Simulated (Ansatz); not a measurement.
# Br on Mo(100): change of the work function, part 2 of 4

Wanted: Δφ(θ) for Br/Mo(100), starting from the hollow site.

Ansatz 0.2.0; plane-wave DFT, PBE, Ansatz PAW.

So far, work function, upper face (eV): step 2 (the clean slab) 3.83.

### Step 3. The covered slab, k-mesh 4×4×1, coverage 0.111 ML

System of this step: Br/Mo(100). The cell holds 37 atoms: 36 Mo and 1 Br. Cell: a = 9.450 Å, b = 9.450 Å, c = 24.332 Å, α = 90.0°, β = 90.0°, γ = 90.0°. Vacuum lies along c.

The clean slab as it ended is repeated in the plane and the adsorbate is set on one face; the cell's size fixes the coverage, and the k-mesh shrinks with it to keep the sampling density about even. Adsorbate and upper layers relax, since the dipole depends on the height.

Contents of input.yaml:

```yaml
crystal:
  lattice:
    - [9.45, 0.0, 0.0]
    - [0.0, 9.45, 0.0]
    - [0.0, 0.0, 24.3319152722]
  atoms:
    - { symbol: Mo, position: [0.1666666667, 0.1666666667, 0.3698845693] }
    - { symbol: Mo, position: [0.0, 0.0, 0.4346143689] }
    - { symbol: Mo, position: [0.1666666667, 0.1666666667, 0.5020965958] }
    - { symbol: Mo, position: [0.0, 0.0, 0.558888855] }
    - { symbol: Mo, position: [0.1666666667, 0.5, 0.3698845693] }
    - { symbol: Mo, position: [0.0, 0.3333333333, 0.4346143689] }
    - { symbol: Mo, position: [0.1666666667, 0.5, 0.5020965958] }
    - { symbol: Mo, position: [0.0, 0.3333333333, 0.558888855] }
    - { symbol: Mo, position: [0.1666666667, 0.8333333333, 0.3698845693] }
    - { symbol: Mo, position: [0.0, 0.6666666667, 0.4346143689] }
    - { symbol: Mo, position: [0.1666666667, 0.8333333333, 0.5020965958] }
    - { symbol: Mo, position: [0.0, 0.6666666667, 0.558888855] }
    - { symbol: Mo, position: [0.5, 0.1666666667, 0.3698845693] }
    - { symbol: Mo, position: [0.3333333333, 0.0, 0.4346143689] }
    - { symbol: Mo, position: [0.5, 0.1666666667, 0.5020965958] }
    - { symbol: Mo, position: [0.3333333333, 0.0, 0.558888855] }
    - { symbol: Mo, position: [0.5, 0.5, 0.3698845693] }
    - { symbol: Mo, position: [0.3333333333, 0.3333333333, 0.4346143689] }
    - { symbol: Mo, position: [0.5, 0.5, 0.5020965958] }
    - { symbol: Mo, position: [0.3333333333, 0.3333333333, 0.558888855] }
    - { symbol: Mo, position: [0.5, 0.8333333333, 0.3698845693] }
    - { symbol: Mo, position: [0.3333333333, 0.6666666667, 0.4346143689] }
    - { symbol: Mo, position: [0.5, 0.8333333333, 0.5020965958] }
    - { symbol: Mo, position: [0.3333333333, 0.6666666667, 0.558888855] }
    - { symbol: Mo, position: [0.8333333333, 0.1666666667, 0.3698845693] }
    - { symbol: Mo, position: [0.6666666667, 0.0, 0.4346143689] }
    - { symbol: Mo, position: [0.8333333333, 0.1666666667, 0.5020965958] }
    - { symbol: Mo, position: [0.6666666667, 0.0, 0.558888855] }
    - { symbol: Mo, position: [0.8333333333, 0.5, 0.3698845693] }
    - { symbol: Mo, position: [0.6666666667, 0.3333333333, 0.4346143689] }
    - { symbol: Mo, position: [0.8333333333, 0.5, 0.5020965958] }
    - { symbol: Mo, position: [0.6666666667, 0.3333333333, 0.558888855] }
    - { symbol: Mo, position: [0.8333333333, 0.8333333333, 0.3698845693] }
    - { symbol: Mo, position: [0.6666666667, 0.6666666667, 0.4346143689] }
    - { symbol: Mo, position: [0.8333333333, 0.8333333333, 0.5020965958] }
    - { symbol: Mo, position: [0.6666666667, 0.6666666667, 0.558888855] }
    - { symbol: Br, position: [0.1666666667, 0.1666666667, 0.6301154307] }
kpoints:
  mp_grid: { grid: [4, 4, 1] }
hamiltonian:
  xc: pbe
scf:
  occupations: { method: fermi_dirac, width: 0.1 }
  convergence: { dr2_threshold: 1.0e-08 }
efield:
  axis: 3
  dipole_correction: true
  ramp_position: 0.97
  ramp_width: 0.06
relax:
  f_tol: 0.02
  max_steps: 60
  constraints:
    - { sites: [0, 1, 4, 5, 8, 9, 12, 13, 16, 17, 20, 21, 24, 25, 28, 29, 32, 33] }
output:
  write_potential: true
  write_density: true
  volumetric_format: npy
```

Command:

```console
$ ansatz run input.yaml --threads 8 --pin off --max-ram 16384MiB --backend cpu --events-out ev --progress --plain --runs-dir out
```

Numbers of over 12 decimals in the logs are rounded to 6 here.

The log of the run:

```text
[...]
Crystal: 37 atoms, lattice volume = 2172.901 Å³
Basis set: ecut = 420 eV, 42497 PW (Γ), exchange–correlation on 128×128×360 points (8 copies of the dense FFT grid, shifted against one another)
Bands: 307, of which v1, the nominal top of the filled ones, is band 256 counted from 1 (255 counted from 0)
Symmetry: 8 space group operations
[...]
k-points: 6 of 16
[...]
SCF iter   1: F=—  HF=-181166.078969 eV  |F-HF|=—  |Δ(HF+E_count)|=         —  Δρ=7.28e-3  dr2=2.24e0  ethr=1.77e-3  p=0.094 e·Å  D=7.83e-3 V/Å  ΔV_dip=-0.19 eV  dr2_dipole=2.38e-2  V_vac-E_F(+/−)=3.99/4.18 eV  ⟨swp⟩=9.0  Hψ=8304  notcnv=0
[...]
SCF iter  11: F=-181165.764947 eV  HF=-181165.764947 eV  |F-HF|=1.03e-8  |Δ(HF+E_count)|=   2.66e-8  Δρ=3.47e-7  dr2=4.93e-9  ethr=1.96e-12  p=-0.014 e·Å  D=-1.17e-3 V/Å  ΔV_dip=0.03 eV  dr2_dipole=2.95e-11  V_vac-E_F(+/−)=3.88/3.85 eV  ⟨swp⟩=11.3  Hψ=13317  notcnv=0
SCF 1 converged in 11 iterations: F = -181165.764947 eV  dr2 = 4.93e-9
[...]
relax step   1: F+E_penalty+E_count = -181165.76494705 eV  Δ(F+E_penalty+E_count) = +0.000e0 eV  max|allowed force component| = 9.909e-1 eV/Å  Δτ_max = 0.0000 Å  (11 SCF iters, accepted)
[...]
SCF iter  10: F=-181165.957073 eV  HF=-181165.957073 eV  |F-HF|=2.00e-8  |Δ(HF+E_count)|=   3.57e-8  Δρ=4.31e-7  dr2=6.44e-9  ethr=1.96e-12  p=-0.014 e·Å  D=-1.14e-3 V/Å  ΔV_dip=0.03 eV  dr2_dipole=4.35e-10  V_vac-E_F(+/−)=3.89/3.86 eV  ⟨swp⟩=8.7  Hψ=13903  notcnv=0
SCF 2 converged in 10 iterations: F = -181165.957073 eV  dr2 = 6.44e-9
[...]
relax step   2: F+E_penalty+E_count = -181165.95707281 eV  Δ(F+E_penalty+E_count) = -1.921e-1 eV  max|allowed force component| = 9.328e-1 eV/Å  Δτ_max = 0.1949 Å  (10 SCF iters, accepted)
SCF iter   1: F=—  HF=-181166.027557 eV  |F-HF|=—  |Δ(HF+E_count)|=         —  Δρ=2.23e-3  dr2=4.05e-1  ethr=2.86e-4  p=-0.014 e·Å  D=-1.14e-3 V/Å  ΔV_dip=0.03 eV  dr2_dipole=5.96e-2  V_vac-E_F(+/−)=3.90/3.87 eV  ⟨swp⟩=12.2  Hψ=6242  notcnv=0
[...]
SCF iter  10: F=-181166.013237 eV  HF=-181166.013237 eV  |F-HF|=3.96e-9  |Δ(HF+E_count)|=   1.41e-8  Δρ=1.64e-7  dr2=1.20e-9  ethr=1.96e-12  p=-0.011 e·Å  D=-9.40e-4 V/Å  ΔV_dip=0.02 eV  dr2_dipole=1.29e-11  V_vac-E_F(+/−)=3.88/3.86 eV  ⟨swp⟩=9.8  Hψ=12196  notcnv=0
SCF 3 converged in 10 iterations: F = -181166.013237 eV  dr2 = 1.20e-9
relax step   3: F+E_penalty+E_count = -181166.01323695 eV  Δ(F+E_penalty+E_count) = -5.616e-2 eV  max|allowed force component| = 2.073e-1 eV/Å  Δτ_max = 0.0418 Å  (10 SCF iters, accepted)
[...]
relax step   4: F+E_penalty+E_count = -181166.02266024 eV  Δ(F+E_penalty+E_count) = -9.423e-3 eV  max|allowed force component| = 7.198e-2 eV/Å  Δτ_max = 0.0145 Å  (9 SCF iters, accepted)
[...]
relax step   5: F+E_penalty+E_count = -181166.02437083 eV  Δ(F+E_penalty+E_count) = -1.711e-3 eV  max|allowed force component| = 7.596e-2 eV/Å  Δτ_max = 0.0290 Å  (9 SCF iters, accepted)
SCF iter   1: F=—  HF=-181166.024972 eV  |F-HF|=—  |Δ(HF+E_count)|=         —  Δρ=6.09e-4  dr2=2.51e-2  ethr=4.07e-5  p=-0.008 e·Å  D=-6.91e-4 V/Å  ΔV_dip=0.02 eV  dr2_dipole=8.55e-4  V_vac-E_F(+/−)=3.88/3.86 eV  ⟨swp⟩=12.3  Hψ=6086  notcnv=0
[...]
SCF iter   9: F=-181166.026383 eV  HF=-181166.026383 eV  |F-HF|=3.43e-9  |Δ(HF+E_count)|=   2.79e-8  Δρ=1.52e-7  dr2=1.18e-9  ethr=1.96e-12  p=-0.007 e·Å  D=-5.49e-4 V/Å  ΔV_dip=0.01 eV  dr2_dipole=1.62e-11  V_vac-E_F(+/−)=3.87/3.86 eV  ⟨swp⟩=9.8  Hψ=12076  notcnv=0
SCF 6 converged in 9 iterations: F = -181166.026383 eV  dr2 = 1.18e-9
relax step   6: F+E_penalty+E_count = -181166.02638312 eV  Δ(F+E_penalty+E_count) = -2.012e-3 eV  max|allowed force component| = 1.821e-2 eV/Å  Δτ_max = 0.0154 Å  (9 SCF iters, accepted)
NSCF: frozen V_eff on 6 k-points
[...]
SCF converged after 9 iterations
Free energy (F): -181166.026383 eV
[...]
Internal energy: -181164.618007 eV  (E = F + TS)
E sigma→0 (E₀):  -181165.322195 eV
Entropy (-TS):   -1.408376 eV (-38.064 meV/atom)
Fermi energy:    2.749538 eV
Dipole field:    D = -0.000551 V/Å  (p = -0.006611 e·Å, saw-weighted, corrected)
Work function:   Φ+ = 3.8749 eV   Φ− = 3.8615 eV
[...]
--- Forces (eV/Å), atoms counted from 1 ---
  atom   1  Mo    -0.00000000     0.00000000     1.58893615
  atom   2  Mo    -0.14535549    -0.14535549    -1.62769823
  atom   3  Mo    -0.00000000     0.00000000     0.00036684
  atom   4  Mo    -0.00831624    -0.00831624    -0.01820889
  atom   5  Mo     0.00000000     0.03165202     1.68089093
  atom   6  Mo    -0.14535549     0.14535549    -1.62769823
  atom   7  Mo     0.00000000     0.00673602    -0.00041392
  atom   8  Mo    -0.00831624     0.00831624    -0.01820889
  atom   9  Mo     0.00000000    -0.03165202     1.68089093
  atom  10  Mo     0.04849243     0.00000000    -1.64225093
  atom  11  Mo     0.00000000    -0.00673602    -0.00041392
  atom  12  Mo     0.00036057     0.00000000    -0.01741574
  atom  13  Mo     0.03165202     0.00000000     1.68089093
  atom  14  Mo     0.14535549    -0.14535549    -1.62769823
  atom  15  Mo     0.00673602     0.00000000    -0.00041392
  atom  16  Mo     0.00831624    -0.00831624    -0.01820889
  atom  17  Mo     0.03062908     0.03062908     1.70289101
  atom  18  Mo     0.14535549     0.14535549    -1.62769823
  atom  19  Mo     0.00634482     0.00634482    -0.01229467
  atom  20  Mo     0.00831624     0.00831624    -0.01820889
  atom  21  Mo     0.03062908    -0.03062908     1.70289101
  atom  22  Mo    -0.04849243     0.00000000    -1.64225093
  atom  23  Mo     0.00634482    -0.00634482    -0.01229467
  atom  24  Mo    -0.00036057     0.00000000    -0.01741574
  atom  25  Mo    -0.03165202     0.00000000     1.68089093
  atom  26  Mo     0.00000000     0.04849243    -1.64225093
  atom  27  Mo    -0.00673602     0.00000000    -0.00041392
  atom  28  Mo     0.00000000     0.00036057    -0.01741574
  atom  29  Mo    -0.03062908     0.03062908     1.70289101
  atom  30  Mo     0.00000000    -0.04849243    -1.64225093
  atom  31  Mo    -0.00634482     0.00634482    -0.01229467
  atom  32  Mo     0.00000000    -0.00036057    -0.01741574
  atom  33  Mo    -0.03062908    -0.03062908     1.70289101
  atom  34  Mo    -0.00000000     0.00000000    -1.86558896
  atom  35  Mo    -0.00634482    -0.00634482    -0.01229467
  atom  36  Mo     0.00000000     0.00000000    -0.00160484
  atom  37  Br     0.00000000     0.00000000     0.01591188
  max |Σ_I F_I| component: 1.93e-5 eV/Å
--- Band table (eV; the first three rows and the last of 6) ---
  k-point 0: bands = [... 252 lower, 2.5971, 2.6224, 2.6784, 2.6784, 2.7241, 2.8455, 2.9704, 2.9704, ... 47 higher]
  k-point 1: bands = [... 252 lower, 2.5531, 2.7000, 2.7300, 2.7847, 2.8073, 2.8655, 2.9137, 2.9150, ... 47 higher]
  k-point 2: bands = [... 252 lower, 2.5883, 2.6103, 2.6273, 2.6970, 2.7052, 2.9241, 2.9970, 3.0174, ... 47 higher]
  k-point 5: bands = [... 252 lower, 2.6055, 2.6055, 2.6453, 2.7322, 2.7322, 2.7389, 2.9040, 2.9219, ... 47 higher]
--- Relaxed structure (6 steps of the walk, 6 accepted, 0 SCFs on fresh bases) ---
  F+E_penalty+E_count = -181166.02638312 eV   max|allowed force component| = 1.821e-2 eV/Å
  atoms:
    - { symbol: Mo, position: [0.166667, 0.166667, 0.369885] }
    - { symbol: Mo, position: [1.6666659794015235e-11, 1.6666659794015235e-11, 0.4346143689] }
    - { symbol: Mo, position: [0.166667, 0.166667, 0.498009] }
    - { symbol: Mo, position: [0.00903844, 0.00903844, 0.560823] }
    - { symbol: Mo, position: [0.166667, 0.500000, 0.369885] }
    - { symbol: Mo, position: [1.6666659794015235e-11, 0.333333, 0.4346143689] }
    - { symbol: Mo, position: [0.166667, 0.500285, 0.502319] }
    - { symbol: Mo, position: [0.00903844, 0.324295, 0.560823] }
    - { symbol: Mo, position: [0.166667, 0.833333, 0.369885] }
    - { symbol: Mo, position: [1.6666659794015235e-11, 0.666667, 0.4346143689] }
    - { symbol: Mo, position: [0.166667, 0.833048, 0.502319] }
    - { symbol: Mo, position: [-0.00726943, 0.666667, 0.558746] }
    - { symbol: Mo, position: [0.500000, 0.166667, 0.369885] }
    - { symbol: Mo, position: [0.333333, 1.6666659794015235e-11, 0.4346143689] }
    - { symbol: Mo, position: [0.500285, 0.166667, 0.502319] }
    - { symbol: Mo, position: [0.324295, 0.00903844, 0.560823] }
    - { symbol: Mo, position: [0.500000, 0.500000, 0.369885] }
    - { symbol: Mo, position: [0.333333, 0.333333, 0.4346143689] }
    - { symbol: Mo, position: [0.499444, 0.499444, 0.502051] }
    - { symbol: Mo, position: [0.324295, 0.324295, 0.560823] }
    - { symbol: Mo, position: [0.500000, 0.833333, 0.369885] }
    - { symbol: Mo, position: [0.333333, 0.666667, 0.4346143689] }
    - { symbol: Mo, position: [0.499444, 0.833890, 0.502051] }
    - { symbol: Mo, position: [0.340603, 0.666667, 0.558746] }
    - { symbol: Mo, position: [0.833333, 0.166667, 0.369885] }
    - { symbol: Mo, position: [0.666667, 1.6666659794015235e-11, 0.4346143689] }
    - { symbol: Mo, position: [0.833048, 0.166667, 0.502319] }
    - { symbol: Mo, position: [0.666667, -0.00726943, 0.558746] }
    - { symbol: Mo, position: [0.833333, 0.500000, 0.369885] }
    - { symbol: Mo, position: [0.666667, 0.333333, 0.4346143689] }
    - { symbol: Mo, position: [0.833890, 0.499444, 0.502051] }
    - { symbol: Mo, position: [0.666667, 0.340603, 0.558746] }
    - { symbol: Mo, position: [0.833333, 0.833333, 0.369885] }
    - { symbol: Mo, position: [0.666667, 0.666667, 0.4346143689] }
    - { symbol: Mo, position: [0.833890, 0.833890, 0.502051] }
    - { symbol: Mo, position: [0.666667, 0.666667, 0.558376] }
    - { symbol: Br, position: [0.166667, 0.166667, 0.636190] }
```

Run time: 7 min. Hardware: 8 threads of Arm Neoverse V2, shared host; peak memory 11 GiB.

This run has no spin polarisation although its electron count is odd.

Step by step:

```tsv
step	energy less that of the first step (eV)	largest force component (eV/Å)
1	0.0000	0.9909
2	-0.1921	0.9328
3	-0.2483	0.2073
4	-0.2577	0.0720
5	-0.2594	0.0760
6	-0.2614	0.0182
```

Forces are held to the 8 operations that the run works with; a distortion that breaks them can't arise in this run.

The atoms that moved most (Å):

```tsv
atom	dx	dy	dz	length
Br37	0.000	0.000	0.148	0.148
Mo20	-0.085	-0.085	0.047	0.130
Mo16	-0.085	0.085	0.047	0.130
Mo8	0.085	-0.085	0.047	0.130
Mo4	0.085	0.085	0.047	0.130
Mo3	0.000	0.000	-0.099	0.099
Mo28	0.000	-0.069	-0.003	0.069
Mo12	-0.069	0.000	-0.003	0.069
```

Final coordinates:

```cif
data_structure
_symmetry_space_group_name_H-M 'P 1'
_symmetry_Int_Tables_number 1
_cell_length_a 9.4500
_cell_length_b 9.4500
_cell_length_c 24.3319
_cell_angle_alpha 90.000
_cell_angle_beta 90.000
_cell_angle_gamma 90.000
_cell_volume 2172.90
loop_
_atom_site_label
_atom_site_type_symbol
_atom_site_fract_x
_atom_site_fract_y
_atom_site_fract_z
_atom_site_occupancy
Mo1 Mo 0.16667 0.16667 0.36988 1
Mo2 Mo 0.00000 0.00000 0.43461 1
Mo3 Mo 0.16667 0.16667 0.49801 1
Mo4 Mo 0.00904 0.00904 0.56082 1
Mo5 Mo 0.16667 0.50000 0.36988 1
Mo6 Mo 0.00000 0.33333 0.43461 1
Mo7 Mo 0.16667 0.50028 0.50232 1
Mo8 Mo 0.00904 0.32429 0.56082 1
Mo9 Mo 0.16667 0.83333 0.36988 1
Mo10 Mo 0.00000 0.66667 0.43461 1
Mo11 Mo 0.16667 0.83305 0.50232 1
Mo12 Mo 0.99273 0.66667 0.55875 1
Mo13 Mo 0.50000 0.16667 0.36988 1
Mo14 Mo 0.33333 0.00000 0.43461 1
Mo15 Mo 0.50028 0.16667 0.50232 1
Mo16 Mo 0.32429 0.00904 0.56082 1
Mo17 Mo 0.50000 0.50000 0.36988 1
Mo18 Mo 0.33333 0.33333 0.43461 1
Mo19 Mo 0.49944 0.49944 0.50205 1
Mo20 Mo 0.32429 0.32429 0.56082 1
Mo21 Mo 0.50000 0.83333 0.36988 1
Mo22 Mo 0.33333 0.66667 0.43461 1
Mo23 Mo 0.49944 0.83389 0.50205 1
Mo24 Mo 0.34060 0.66667 0.55875 1
Mo25 Mo 0.83333 0.16667 0.36988 1
Mo26 Mo 0.66667 0.00000 0.43461 1
Mo27 Mo 0.83305 0.16667 0.50232 1
Mo28 Mo 0.66667 0.99273 0.55875 1
Mo29 Mo 0.83333 0.50000 0.36988 1
Mo30 Mo 0.66667 0.33333 0.43461 1
Mo31 Mo 0.83389 0.49944 0.50205 1
Mo32 Mo 0.66667 0.34060 0.55875 1
Mo33 Mo 0.83333 0.83333 0.36988 1
Mo34 Mo 0.66667 0.66667 0.43461 1
Mo35 Mo 0.83389 0.83389 0.50205 1
Mo36 Mo 0.66667 0.66667 0.55838 1
Br37 Br 0.16667 0.16667 0.63619 1
```

This step gave:

| Property | Result |
| --- | --- |
| energy at zero smearing | -181165.3222 eV |
| work function, upper face | 3.875 eV |
| dipole along the normal | -0.006611 e·Å |

Running mean over 1.575 Å of the planar mean; the ramp of the sawtooth is left out. Table of electron's electrostatic potential energy less the Fermi level by z:

z (Å), electron's electrostatic potential energy less the Fermi level (eV) and a bar from the least value:
```
      3.0        3.9 ##############################
      3.5        3.9 ##############################
      4.0        3.9 ##############################
      4.5        3.9 ##############################
      5.0        3.9 ##############################
      5.5        3.8 ##############################
      6.0        3.8 ##############################
      6.5        3.6 ##############################
      7.0        3.1 #############################
      7.5        1.6 ##########################
      8.0       -2.5 ###################
      8.5       -8.1 ##########
      9.0      -11.4 #####
      9.5      -12.1 ###
     10.0      -12.3 ###
     10.5      -12.4 ###
     11.0      -12.2 ###
     11.5      -12.1 ###
     12.0      -12.7 ###
     12.5      -13.8 #
     13.0      -14.2 
     13.5      -12.9 ##
     14.0       -9.6 ########
     14.5       -4.4 ################
     15.0       -0.1 #######################
     15.5        1.6 ##########################
     16.0        2.5 ############################
     16.5        3.3 #############################
     17.0        3.7 ##############################
     17.5        3.8 ##############################
     18.0        3.9 ##############################
     18.5        3.9 ##############################
     19.0        3.9 ##############################
     19.5        3.9 ##############################
     20.0        3.9 ##############################
     20.5        3.9 ##############################
     21.0        3.9 ##############################
```

The relaxation took 6 steps and lowered the energy by 0.26 eV; the largest force on the free atoms ends at 0.018 eV/Å.

The covered face has 3.87 eV, +0.04 eV against the clean one; the bare back face has moved by +0.00 eV, a measure of how thin the slab is.

(Continued in part 3 of 4.)

[Logs are printed without paths, hosts, clocks, repeated set-up lines and the standing remarks that a program may print on its own settings, such as how far it seeks lower states.]

[Hosts, paths, dates, database ids (printed as entryN), source tags and the programs' standing remarks are cut or masked in the printed files.]

[Maps of the electrostatic potential energy from Ansatz leave out the sawtooth potential of an applied field or a dipole correction, so their vacuum need not be flat; planar profiles and work functions include it.]
